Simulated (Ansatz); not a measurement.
# NaAuF3 (cubic perovskite) (Pm-3m): how robust is the cRPA U?

What does U in NaAuF3 (cubic perovskite) (Pm-3m) depend on besides the window?

Calculated with Ansatz 0.2.0; constrained RPA on PBEsol, plane waves, PAW.

The structure was built from a prototype and need not be the compound's stable phase.

### Step 1. Starting point

Symmetry: Pm-3m, No. 221, cubic system. The conventional cell has a = 4.375 Å, b = 4.375 Å, c = 4.375 Å, α = 90.00°, β = 90.00°, γ = 90.00°. Nearest to Na lie 12 F at 3.09 Å. Au has 6 F at 2.19 Å nearest. Nearest to F lie 2 Au at 2.19 Å. Farther neighbours and most contacts between anions are not listed.

The structure was relaxed with PBEsol. The structure type comes from a generator and need not be one that this composition takes. The structure was generated from a model, not taken from a measurement. The runs that relaxed it are not among those shown. The program's search for lower electronic states was switched off, so nothing shows that the state found is the lowest. Spin-orbit coupling is left out unless a step names it. The default PAW set here is soft_2. Its files were made with PBE.

### Step 2. Base: Au d, bands v5 to v1, 4×4×4 mesh, medium accuracy

Constrained RPA screens the interaction with every transition except those inside the target bands, which a later many-body model would treat itself.

input.yaml reads:

```yaml
crystal:
  lattice:
    - [0.0, -4.37522604, 0.0]
    - [0.0, 0.0, 4.37522604]
    - [-4.37522604, 0.0, 0.0]
  atoms:
    - { symbol: Na, position: [0.0, 0.0, 0.0] }
    - { symbol: Au, position: [0.5, 0.5, 0.5] }
    - { symbol: F, position: [0.5, 0.5, 0.0] }
    - { symbol: F, position: [0.5, 0.0, 0.5] }
    - { symbol: F, position: [0.0, 0.5, 0.5] }
kpoints:
  mp_grid: { grid: [6, 6, 6] }
hamiltonian:
  xc: pbesol
scf:
  occupations: { method: gaussian, width: 0.08 }
  n_extra_bands: 19
  max_iter: 150
  lower_state_search: "off"
output:
  crpa:
    kmesh: [4, 4, 4]
    target_bands: [v5, v1]
    projections: [{ species: Au, l: d, shell: 5 }]
  local_orbitals:
    kmesh: [8, 8, 8]
    orbitals: [{ species: Au, l: d, shell: 5 }]
    window: { bands: [v5, v1] }
    seedname: lo
```

On the command line:

```console
ansatz run input.yaml --threads 4 --pin off --max-ram 9216MiB --backend cpu --events-out ev --progress --plain --runs-dir out
```

Numbers of over 12 decimals in the logs are rounded to 6 here.

Output:

```text
scf.n_extra_bands = 19 over 25 filled bands (N_el = 49.0): the run solves 44 bands
Engine: ansatz 0.2.0, x86_64-unknown-linux-gnu
Pseudopotentials: kind: paw
Pseudopotential: Na, paw, valence charge 9, recommended cutoff 420 eV (normal), Na.paw.azcp
Pseudopotential: Au, paw, valence charge 19, recommended cutoff 420 eV (normal), Au.paw.azcp
Pseudopotential: F, paw, valence charge 7, recommended cutoff 420 eV (normal), F.paw.azcp
Functional definition: PBEsol
  exchange = pbesol_x
  correlation = pbesol_c
Crystal: 5 atoms, lattice volume = 83.753 Å³
Basis set: ecut = 420 eV, 1647 PW (Γ)
Bands: 44, of which v1, the nominal top of the filled ones, is band 25 counted from 1 (24 counted from 0)
Symmetry: 48 space group operations
Space group: Pm-3m (ITA 221), of the structure as read, at distance tolerance 4.4e-5 Å
k-points: 20 of 216
Non-local potential: Na, projectors of the file, l = 0: 3, l = 1: 2, l = 2: 1
Non-local potential: Au, projectors of the file, l = 0: 3, l = 1: 2, l = 2: 2, l = 3: 1
Non-local potential: F, projectors of the file, l = 0: 2, l = 1: 2, l = 2: 1
PAW form: soft (Blöchl's): semilocal exchange-correlation on the pseudo side does not see the compensation charge
PAW frozen core: Na, regenerated for the run's functional, and the local potential with it (the file was generated under x = pbe(κ = 0.804, μ = 0.219515), c = pbe(β = 0.066725))
PAW frozen core: Au, regenerated for the run's functional, and the local potential with it (the file was generated under x = pbe(κ = 0.804, μ = 0.219515), c = pbe(β = 0.066725))
PAW frozen core: F, regenerated for the run's functional, and the local potential with it (the file was generated under x = pbe(κ = 0.804, μ = 0.219515), c = pbe(β = 0.066725))
PAW one-centre angular grid: Na, 110 points (default); XC on 64 Gauss nodes
PAW one-centre angular grid: Au, 590 points (default); XC on 64 Gauss nodes
PAW one-centre angular grid: F, 110 points (default); XC on 64 Gauss nodes
Initial density: superposition of atomic densities (neutral atoms: chi_scale 0, normalization atom), corrected by the library's trained network
Initial wavefunctions: pseudopotential atomic-orbital guess
Functional: x = pbesol(κ = 0.804, μ = 0.123457), c = pbesol(β = 0.046)
SCF iter   1: F=—  HF=-16882.930497 eV  |F-HF|=—  |Δ(HF+E_count)|=         —  Δρ=1.35e-2  dr2=9.62e-2  ethr=1.77e-3  ⟨swp⟩=6.2  Hψ=3980  notcnv=0  defer=163
preconditioner: auto → LDOS  [metal: Δε(μ)=0.062 eV  Ē_g=22.967 eV  σ=0.080 eV  W_gap=0.38  n_scr=26 (ndim 8)  ℏωp=25.3 eV  f_vac=0.300  D(μ)=4.09/eV (n_scr^D=32)  β→1.0]
SCF iter   2: F=—  HF=-16882.925380 eV  |F-HF|=—  |Δ(HF+E_count)|=   5.12e-3  Δρ=1.24e-2  dr2=7.23e-2  ethr=1.96e-4  ⟨swp⟩=2.0  Hψ=1516  notcnv=0  defer=244
[...]
NSCF: frozen V_eff on 38 k-points
NSCF: frozen V_eff on 10 k-points
[...]
cRPA screening: q 1/64
cRPA screening: q 2/64
cRPA screening: q 8/64 (q-point 3)
cRPA screening: q 11/64 (q-point 6)
cRPA screening: q 23/64 (q-point 7)
cRPA screening: q 35/64 (q-point 11)
cRPA screening: q 38/64 (q-point 22)
cRPA screening: q 46/64 (q-point 23)
cRPA screening: q 58/64 (q-point 27)
cRPA screening: q 64/64 (q-point 43)
SCF converged after 8 iterations
Free energy (F): -16882.904800 eV
Harris-Foulkes:  -16882.904800 eV  (|F-HF|=3.65e-9)
Internal energy: -16882.891652 eV  (E = F + TS)
E sigma→0 (E₀):  -16882.898226 eV
Entropy (-TS):   -0.013147 eV (-2.629 meV/atom)
Fermi energy:    5.470227 eV
--- Per-component energies (eV) ---
  E_band       = -784.919369
  E_kinetic    = 1339.044495
  E_local      = -6224.726783  (includes V_loc(G=0)·N_el)
  E_nonlocal   = 417.980282
  E_hartree    = 2453.150112
  E_xc         = -497.273502
  E_vxc        = -623.616803  (∫ρ·V_xc dr)
  E_paw        = -10400.036787  (= ΣΔE_a)
  E_vpaw       = -599.901790  (= ΣTr[D̂ρ^β])
  E_aug_tail   = 0.006705  (compensation charges beyond the density's cutoff)
  E_ewald      = -3971.527676
  E_core_change = 0.491501  (= ΣΔE_core)
  E_smearing   = -0.013147  (= −TS)
  E_closure    = 0.000000  (closes the sum)
  Σ components = -16882.904800   (vs F -16882.904800, Δ=0.00e0)
--- Band table (eV; the first three rows and the last of 20) ---
  k-point 0: bands = [... 21 lower, 2.1585, 2.1585, 2.8976, 2.8976, 5.5485, 10.3427, 14.3288, 14.3288, ... 15 higher]
  k-point 1: bands = [... 21 lower, 2.5330, 2.5330, 2.8992, 3.4965, 6.0557, 10.4081, 13.1075, 14.5394, ... 15 higher]
  k-point 2: bands = [... 21 lower, 2.9022, 3.0325, 3.0325, 4.0522, 7.3774, 10.0805, 12.6917, 14.8922, ... 15 higher]
  k-point 19: bands = [... 21 lower, 3.6531, 3.6531, 6.2450, 6.2450, 10.8067, 11.6415, 12.5583, 12.5583, ... 15 higher]
--- cRPA (band scheme, projected local orbitals): target bands 21..25 (1-based), 5 Wannier function(s), 4×4×4 mesh, 50 bands' worth read of 55 solved, ecut_chi 136.0 eV, v(q+G=0) probe_charge, pair densities all_electron ---
  bands read: the sum over 50 bands ends inside a degenerate multiplet in 8 slots, whose members it reads at an even weight; the widest, k=42: bands 50 to 52 (counted from 1) at 1/3 each
  χ-basis size per q: N_G = 292..320
  window electrons = 9.0000, filled by tetrahedron_uncorrected; constrained ε̄⁻¹(q = 0, 0) head = 0.350827; min gauge Gram eig = 0.5714
  Kanamori averages over each shell's own Wannier functions (sites counted from 0, functions from 1):
    Site 1, 5D, 5 of 5 d orbitals (Wannier functions 1, 2, 3, 4, 5; wannier90's mr 1, 2, 3, 4, 5):
      screened: U = 4.6886 eV, U' = 4.0174 eV, J = 0.3090 eV
      screened d-shell averages: U_bar = F0 = 4.1517 eV, J_bar = 0.4432 eV
      screened, to within: U = 1.4e-2 eV, U' = 1.4e-2 eV, J = 5.7e-4 eV
      screened d-shell averages, to within: U_bar = 1.2e-2 eV, J_bar = 9.7e-4 eV
      bare: V = 12.5867 eV, V' = 11.5913 eV, J = 0.4260 eV
      bare d-shell averages: V_bar = F0 = 11.7904 eV, J_bar = 0.6251 eV
  Hermiticity witness max|P − P†| over intra, direct and exchange elements: 1.15e-14 eV (screened), 1.78e-15 eV (bare)
  Reality witness max|Im| over intra, direct and exchange elements: 6.60e-18 eV (screened), 1.65e-17 eV (bare)
```

Run time: 44 s. Hardware: 4 threads of Intel Xeon Platinum 8559C (Emerald Rapids), shared host; peak memory 0.7 GiB.

The column dr2 measures how far the density is from self-consistency, as an energy; F and HF (Harris–Foulkes) agree once it is small.

Numbers from this step:

| Quantity | Value |
| --- | --- |
| U | 4.689 eV |
| U prime (inter-orbital) | 4.017 eV |
| J | 0.3090 eV |
| bare V | 12.59 eV |
| bare J | 0.4260 eV |
| stated bound on U | 0.01313 eV |
| U over bare V | 0.3725 |
| electrons in the window | 9.000 |
| head of the constrained inverse dielectric matrix | 0.3508 |
| least eigenvalue of the projection's overlap | 0.5714 |
| target functions | 5 |
| bands in the sums | 50 |
| r.m.s. miss of the model bands | 0.001551 eV |
| width of the target bands | 4.086 eV |
| weight of the projected orbitals in the window | 0.7297 |

On the Au d shell, screening brings the on-site interaction from 12.6 eV down to U = 4.69 eV.

### Step 3. Changed: 2×2×2 mesh

Changes to input.yaml since step 2:

```diff
@@ -22,9 +22,4 @@
   crpa:
-    kmesh: [4, 4, 4]
+    kmesh: [2, 2, 2]
     target_bands: [v5, v1]
     projections: [{ species: Au, l: d, shell: 5 }]
-  local_orbitals:
-    kmesh: [8, 8, 8]
-    orbitals: [{ species: Au, l: d, shell: 5 }]
-    window: { bands: [v5, v1] }
-    seedname: lo
```

Output:

```text
[...]
Crystal: 5 atoms, lattice volume = 83.753 Å³
Basis set: ecut = 420 eV, 1647 PW (Γ)
Bands: 44, of which v1, the nominal top of the filled ones, is band 25 counted from 1 (24 counted from 0)
Symmetry: 48 space group operations
[...]
k-points: 20 of 216
[...]
SCF iter   1: F=—  HF=-16882.930497 eV  |F-HF|=—  |Δ(HF+E_count)|=         —  Δρ=1.35e-2  dr2=9.62e-2  ethr=1.77e-3  ⟨swp⟩=6.2  Hψ=3980  notcnv=0  defer=163
[...]
SCF iter   8: F=-16882.904800 eV  HF=-16882.904800 eV  |F-HF|=3.65e-9  |Δ(HF+E_count)|=   3.37e-8  Δρ=3.34e-6  dr2=5.07e-9  ethr=2.04e-10  ⟨swp⟩=12.9  Hψ=4751  notcnv=0
SCF 1 converged in 8 iterations: F = -16882.904800 eV  dr2 = 5.07e-9
[...]
NSCF: frozen V_eff on 4 k-points
[...]
cRPA screening: q 1/8
cRPA screening: q 2/8
cRPA screening: q 5/8 (q-point 4)
cRPA screening: q 8/8
SCF converged after 8 iterations
Free energy (F): -16882.904800 eV
[...]
Internal energy: -16882.891652 eV  (E = F + TS)
E sigma→0 (E₀):  -16882.898226 eV
Entropy (-TS):   -0.013147 eV (-2.629 meV/atom)
Fermi energy:    5.470227 eV
[...]
--- Band table (eV; the first three rows and the last of 20) ---
  k-point 0: bands = [... 21 lower, 2.1585, 2.1585, 2.8976, 2.8976, 5.5485, 10.3427, 14.3288, 14.3288, ... 15 higher]
  k-point 1: bands = [... 21 lower, 2.5330, 2.5330, 2.8992, 3.4965, 6.0557, 10.4081, 13.1075, 14.5394, ... 15 higher]
  k-point 2: bands = [... 21 lower, 2.9022, 3.0325, 3.0325, 4.0522, 7.3774, 10.0805, 12.6917, 14.8922, ... 15 higher]
  k-point 19: bands = [... 21 lower, 3.6531, 3.6531, 6.2450, 6.2450, 10.8067, 11.6415, 12.5583, 12.5583, ... 15 higher]
[...]
χ-basis size per q: N_G = 300..320
[...]
screened: U = 5.2972 eV, U' = 4.5874 eV, J = 0.3307 eV
      screened d-shell averages: U_bar = F0 = 4.7294 eV, J_bar = 0.4727 eV
      screened, to within: U = 1.3e-2 eV, U' = 1.3e-2 eV, J = 5.7e-4 eV
      screened d-shell averages, to within: U_bar = 1.1e-2 eV, J_bar = 9.3e-4 eV
      bare: V = 13.2671 eV, V' = 12.2385 eV, J = 0.4534 eV
      bare d-shell averages: V_bar = F0 = 12.4442 eV, J_bar = 0.6591 eV
[...]
```

Wall time 5.6 s (4 threads); peak memory 0.59 GiB; 19 s of CPU time.

Numbers from this step:

```yaml
u: 5.297 eV
u_prime_inter_orbital: 4.587 eV
j: 0.3307 eV
bare_v: 13.27 eV
bare_j: 0.4534 eV
stated_bound_on_u: 0.01216 eV
u_over_bare_v: 0.3993
electrons_in_the_window: 9.000
head_of_the_constrained_inverse_dielectric_matrix: 0.4304
least_eigenvalue_of_the_projection_s_overlap: 0.5714
target_functions: 5
bands_in_the_sums: 50
width_of_the_target_bands: 4.086 eV
weight_of_the_projected_orbitals_in_the_window: 0.7297
```

On the Au d shell, screening brings the on-site interaction from 13.3 eV down to U = 5.30 eV.

### Step 4. Changed: 6×6×6 mesh

Changes to input.yaml since step 3:

```diff
@@ -22,3 +22,3 @@
   crpa:
-    kmesh: [2, 2, 2]
+    kmesh: [6, 6, 6]
     target_bands: [v5, v1]
```

Output:

```text
[...]
Crystal: 5 atoms, lattice volume = 83.753 Å³
Basis set: ecut = 420 eV, 1647 PW (Γ)
Bands: 44, of which v1, the nominal top of the filled ones, is band 25 counted from 1 (24 counted from 0)
Symmetry: 48 space group operations
[...]
k-points: 20 of 216
[...]
χ-basis size per q: N_G = 292..320
[...]
screened: U = 4.6834 eV, U' = 4.0159 eV, J = 0.3067 eV
      screened d-shell averages: U_bar = F0 = 4.1494 eV, J_bar = 0.4402 eV
      screened, to within: U = 1.4e-2 eV, U' = 1.4e-2 eV, J = 5.7e-4 eV
      screened d-shell averages, to within: U_bar = 1.3e-2 eV, J_bar = 9.8e-4 eV
      bare: V = 12.4974 eV, V' = 11.5070 eV, J = 0.4228 eV
      bare d-shell averages: V_bar = F0 = 11.7051 eV, J_bar = 0.6209 eV
[...]
[key lines of the parts left out:]
SCF converged after 8 iterations
Free energy (F): -16882.904800 eV
Fermi energy:    5.470227 eV
```

The job ended after 4.1 min (4 threads; peak memory 0.95 GiB; 16 min of CPU time).

This step gave:

```yaml
u: 4.683 eV
u_prime_inter_orbital: 4.016 eV
j: 0.3067 eV
bare_v: 12.50 eV
bare_j: 0.4228 eV
stated_bound_on_u: 0.01369 eV
u_over_bare_v: 0.3748
electrons_in_the_window: 9.000
head_of_the_constrained_inverse_dielectric_matrix: 0.3587
least_eigenvalue_of_the_projection_s_overlap: 0.5714
target_functions: 5
bands_in_the_sums: 50
width_of_the_target_bands: 4.086 eV
weight_of_the_projected_orbitals_in_the_window: 0.7297
```

On the Au d shell, screening brings the on-site interaction from 12.5 eV down to U = 4.68 eV.

### Step 5. Changed: accuracy low

Changes to input.yaml since step 4:

```diff
@@ -22,4 +22,5 @@
   crpa:
-    kmesh: [6, 6, 6]
+    kmesh: [4, 4, 4]
     target_bands: [v5, v1]
     projections: [{ species: Au, l: d, shell: 5 }]
+    accuracy: low
```

Output:

```text
[...]
Crystal: 5 atoms, lattice volume = 83.753 Å³
Basis set: ecut = 420 eV, 1647 PW (Γ)
Bands: 44, of which v1, the nominal top of the filled ones, is band 25 counted from 1 (24 counted from 0)
Symmetry: 48 space group operations
[...]
k-points: 20 of 216
[...]
χ-basis size per q: N_G = 292..320
[...]
screened: U = 4.6561 eV, U' = 3.9885 eV, J = 0.3078 eV
      screened d-shell averages: U_bar = F0 = 4.1220 eV, J_bar = 0.4413 eV
      screened, to within: U = 1.3e-1 eV, U' = 1.3e-1 eV, J = 6.0e-3 eV
      screened d-shell averages, to within: U_bar = 1.2e-1 eV, J_bar = 9.1e-3 eV
      bare: V = 12.5867 eV, V' = 11.5913 eV, J = 0.4260 eV
      bare d-shell averages: V_bar = F0 = 11.7904 eV, J_bar = 0.6251 eV
[...]
[key lines of the parts left out:]
SCF converged after 8 iterations
Free energy (F): -16882.904800 eV
Fermi energy:    5.470227 eV
```

Wall time 22 s (4 threads); peak memory 0.65 GiB; 78 s of CPU time.

This step gave:

```
U                                                 : 4.656 eV
U prime (inter-orbital)                           : 3.988 eV
J                                                 : 0.3078 eV
bare V                                            : 12.59 eV
bare J                                            : 0.4260 eV
stated bound on U                                 : 0.1250 eV
U over bare V                                     : 0.3699
electrons in the window                           : 9.000
head of the constrained inverse dielectric matrix : 0.3505
least eigenvalue of the projection's overlap      : 0.5714
target functions                                  : 5
bands in the sums                                 : 50
width of the target bands                         : 4.086 eV
weight of the projected orbitals in the window    : 0.7297
```

On the Au d shell, screening brings the on-site interaction from 12.6 eV down to U = 4.66 eV.

[end of part 1 of 2]

[Paths, hosts, dates, memory and timing lines, banners, echoed tables and standing remarks are left out of the program output.]

[Logs are printed without paths, hosts, clocks, repeated set-up lines and the standing remarks that a program may print on its own settings, such as how far it seeks lower states.]

[Runs of the session that timed out or met a known fault of the program may be left out.]

[Hosts, paths, dates, database ids (printed as entryN), source tags and the programs' standing remarks are cut or masked in the printed files.]
